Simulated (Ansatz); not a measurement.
# Stack of 1T-CrSSe under Ta2NS2 MXene, upper layer turned by 180° in a perpendicular field, part 2 of 2

Wanted: the out-of-plane response of the stack of 1T-CrSSe under Ta2NS2 MXene, upper layer turned by 180°. A positive field points along +c.

Ansatz 0.2.0; plane-wave DFT, PBE+U-D3(BJ), Ansatz PAW (the session's first sound run).

So far. Step 9 (Relaxing in the field, field 0.1 V/Å): The dipole is 0.101 e·Å, 0.0698 e·Å from its value without field. Step 10 (Field on, atoms free, field -0.1 V/Å): The dipole is -0.0372 e·Å, -0.0690 e·Å from its value without field.

### 11. Response, atoms relaxed

This step: plane-wave DFT, PBE+U-D3(BJ), Ansatz PAW; response to a field along the normal, atoms relaxed (Ansatz 0.2.0).

The same analysis on the two relaxed runs holds the ionic part too; their mesh is coarser, so small differences from the held value can come from that.

Numbers from this step:

* equivalent conductor thickness p/(ε₀AE): 13.34 Å

Dipole of the cell against applied field:

```csv
applied field (V/Å),dipole of the cell (e·Å)
-0.1000,-0.0372
0.1000,0.101
```

Table of total moment by applied field:

```csv
applied field (V/Å),total moment (μB)
-0.1000,2.44
0.1000,2.45
```

Local field over the applied field, running mean. From the potentials at -0.1 and 0.1 V/Å; running mean over 2.5 Å. Table of local field over applied field by z:

z (Å), local field over applied field and a bar from the least value:
```
      4.5      0.999 ##############################
      5.0      0.996 ##############################
      5.5      0.987 ##############################
      6.0      0.962 #############################
      6.5      0.901 ###########################
      7.0      0.781 ########################
      7.5      0.628 ###################
      8.0      0.449 ##############
      8.5      0.258 ########
      9.0      0.102 ####
      9.5      0.054 ##
     10.0      0.020 #
     10.5      0.005 #
     11.0      0.039 ##
     11.5      0.073 ###
     12.0      0.017 #
     12.5      0.006 #
     13.0      0.012 #
     13.5     -0.009 #
     14.0     -0.027 
     14.5      0.004 #
     15.0      0.003 #
     15.5     -0.010 
     16.0      0.012 #
     16.5      0.019 #
     17.0      0.035 ##
     17.5     -0.005 #
     18.0     -0.022 
     18.5     -0.009 #
     19.0      0.006 #
     19.5      0.010 #
     20.0      0.127 #####
     20.5      0.286 #########
     21.0      0.427 #############
     21.5      0.596 ##################
     22.0      0.767 #######################
     22.5      0.892 ###########################
     23.0      0.958 #############################
     23.5      0.985 ##############################
     24.0      0.995 ##############################
     24.5      0.999 ##############################
     25.0      1.000 ##############################
```

Electrons, planar mean, per unit field. Induced electron density against z:

```csv
z (Å),induced electron density (e/Å³ per V/Å)
4.5,5.7e-6
5.0,1.9e-5
5.5,5.9e-5
6.0,1.7e-4
6.5,4.9e-4
7.0,0.00127
7.5,0.00280
8.0,0.00408
8.5,0.00516
9.0,0.00143
9.5,-0.00181
10.0,0.00403
10.5,0.0130
11.0,-0.0135
11.5,-9.1e-4
12.0,-8.2e-4
12.5,-0.00212
13.0,-0.00193
13.5,-5.8e-4
14.0,-4.2e-4
14.5,-2.0e-4
15.0,-1.7e-4
15.5,-3.4e-4
16.0,-0.00145
16.5,-4.0e-4
17.0,-6.3e-4
17.5,-0.00167
18.0,-0.00509
18.5,-0.00257
19.0,0.00579
19.5,0.00481
20.0,6.5e-5
20.5,-7.3e-4
21.0,-0.00263
21.5,-0.00286
22.0,-0.00145
22.5,-5.6e-4
23.0,-1.9e-4
23.5,-6.2e-5
24.0,-1.9e-5
24.5,-5.7e-6
25.0,-1.6e-6
```

The induced dipole is that of a conductor 13.34 Å thick.

### 12. Varying the input

This step: plane-wave DFT, PBE+U-D3(BJ), Ansatz PAW, but for the change named below (Ansatz 0.2.0).

A run with a changed input: it repeats the earlier run at 0.1 V/Å with hamiltonian.xc from pbe to r2scan and kpoints.mp_grid.grid from [18, 18, 1] to [27, 27, 1].

File input.yaml:

```yaml
crystal:
  lattice:
    - [3.2966713503, 0.0, 0.0]
    - [-1.6483356752, 2.8550011373, 0.0]
    - [0.0, 0.0, 29.2667937766]
  atoms:
    - { symbol: Se, position: [0.6666666667, 0.3333333333, 0.3075157487], spin: -0.22 }
    - { symbol: Cr, position: [0.0, 0.0, 0.3654005108], spin: 2.6 }
    - { symbol: S, position: [0.3333333333, 0.6666666667, 0.4104079867], spin: -0.17 }
    - { symbol: S, position: [0.0, 0.0, 0.5067081471], spin: -0.01 }
    - { symbol: Ta, position: [0.6666666667, 0.3333333333, 0.5605828546] }
    - { symbol: "N", position: [0.3333333333, 0.6666666667, 0.5995473182] }
    - { symbol: Ta, position: [0.0, 0.0, 0.6382782081] }
    - { symbol: S, position: [0.6666666667, 0.3333333333, 0.6924842513] }
magnetization:
  spin_polarized: true
kpoints:
  mp_grid: { grid: [27, 27, 1] }
  band_path:
    path: [[0, 0, 0], [0.5, 0, 0], [0.33333333, 0.33333333, 0], [0, 0, 0]]
    npoints: 16
hamiltonian:
  xc: r2scan
  dispersion: d3bj
  hubbard: { sites: [{ species: Cr, l: d, u_eff: 2.0 }] }
scf:
  occupations: { method: fermi_dirac, width: 0.05 }
  convergence: { dr2_threshold: 1.0e-10 }
efield:
  axis: 3
  dipole_correction: true
  ramp_position: 0.9573
  ramp_width: 0.0803
  amplitude: 0.1
output:
  write_potential: true
  write_density: true
  volumetric_format: npy
```

Run with:

```bash
$ ansatz run input.yaml --threads 4 --pin off --max-ram 12288MiB --backend cpu --events-out ev --progress --plain --runs-dir out
```

Run time: 2.9 min. Hardware: 4 threads of Intel Xeon Gold 6455B (Sapphire Rapids), shared host; peak memory 3.7 GiB; 11 min of CPU time.

Numbers from this step:

- energy at zero smearing: -31859.4653 eV
- total moment: 2.545 μB
- site moments: -0.2278, 2.753, -0.1995, -0.005099, 0.001289, -8.14e-4, -0.004328, -0.001309 μB
- dipole along the normal: 0.1140 e·Å

Deep bands are left out, so band numbers here count from the lowest band kept and differ from the log's. Electronic bands along the path, in eV, zero at the Fermi level; # counts the bands kept:

```csv
point,up #18,up #19,up #20,up #21,down #15,down #16,down #17,down #18
Γ,-0.66,-0.15,0.86,1.48,-1.32,-0.24,0.82,1.17
halfway,-0.26,0.24,0.71,0.79,-1.10,0.01,0.24,0.69
M,-1.02,-0.41,1.09,1.66,-1.93,-0.63,1.09,1.65
halfway,-1.07,-0.61,1.05,1.21,-1.86,-1.42,1.05,1.20
K,-0.81,-0.15,-0.12,0.62,-1.92,-0.15,-0.13,0.62
halfway,-0.74,-0.47,0.38,1.42,-0.92,-0.80,-0.75,1.42
Γ,-0.66,-0.15,0.86,1.48,-1.32,-0.24,0.82,1.17
```

Site moment by atom:

```csv
atom,site moment (μB)
Se1,-0.23
Cr2,2.75
S3,-0.20
S4,-0.01
Ta5,0.00
N6,0.00
Ta7,0.00
S8,0.00
```

```csv
quantity,this run,earlier run,difference
dipole along the normal (e·Å),0.1140,0.1010,0.013
total moment (μB),2.545,2.492,0.053
```

What moves beyond 0.01 in its unit (for the dipole 0.5 % and 5e-5 e·Å): dipole along the normal (+0.013 e·Å) and total moment (+0.0534 μB).

### 13. Outcome

* gap without field: none
* work function, upper face: 5.08 eV
* step between the vacuum levels: -0.610 eV
* equivalent conductor thickness, atoms held: 13.3 Å
* equivalent conductor thickness, atoms relaxed: 13.3 Å

**Reading.** The induced dipole equals that of a perfect conductor 13.32 Å thick, while the outer atoms lie 11.27 Å apart. The two faces differ: the vacuum level above lies 0.61 eV lower than the one below. There is no gap over 0.03 eV, with or without the field. The magnetic order is the one reached from the typed start; other orders were not compared. Spin-orbit coupling is left out, which matters for the bands of elements this heavy. The MXene's terminations sit over the metal atoms of its far layer; the site over carbon or nitrogen, which some compounds prefer, was not run.

[Logs are printed without paths, hosts, clocks, repeated set-up lines and the standing remarks that a program may print on its own settings, such as how far it seeks lower states.]

[Hosts, paths, dates, database ids (printed as entryN), source tags and the programs' standing remarks are cut or masked in the printed files.]

[Maps of the electrostatic potential energy from Ansatz leave out the sawtooth potential of an applied field or a dipole correction, so their vacuum need not be flat; planar profiles and work functions include it.]
